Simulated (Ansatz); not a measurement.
# Direct or indirect: AlN (F-43m)

```yaml
crystal:
  lattice:
    - [0.00000, 2.18399, 2.18399]
    - [2.18399, 0.00000, 2.18399]
    - [2.18399, 2.18399, 0.00000]
  atoms:
    - { symbol: Al, position: [0.00000, 0.00000, 0.00000] }
    - { symbol: N, position: [0.25000, 0.25000, 0.25000] }
```

Method: Ansatz, PBE, independent particles, without spin-orbit coupling, line width 0.1 eV (Gaussian). The band structure gives a fundamental gap of 3.33 eV. The spectrum of vertical transitions near the edge:

```tsv
E (eV)	Im ε, E ∥ xyz
2.88	0.00
3.00	0.00
3.12	0.00
3.24	0.00
3.36	0.00
3.48	0.00
3.60	0.00
3.72	0.00
3.84	0.00
3.96	0.00
4.08	0.01
4.20	0.15
4.32	0.39
4.44	0.54
4.56	0.66
4.68	0.75
4.80	0.83
4.92	0.90
5.04	1.08
5.16	1.67
5.28	2.25
5.40	2.65
```

Is the gap direct or indirect, and about where do vertical transitions set in?

Indirect, by the band path, whose least direct gap is 4.19 eV. The curves fit this: they stay near zero above 3.33 eV and rise only from about 4.2 eV, though a forbidden direct transition would look alike. Lines are broadened by 0.1 eV, which spreads the edge, and phonons, which would give weak absorption from the fundamental gap up, are left out.

[Logs are printed without paths, hosts, clocks, repeated set-up lines and the standing remarks that a program may print on its own settings, such as how far it seeks lower states.]
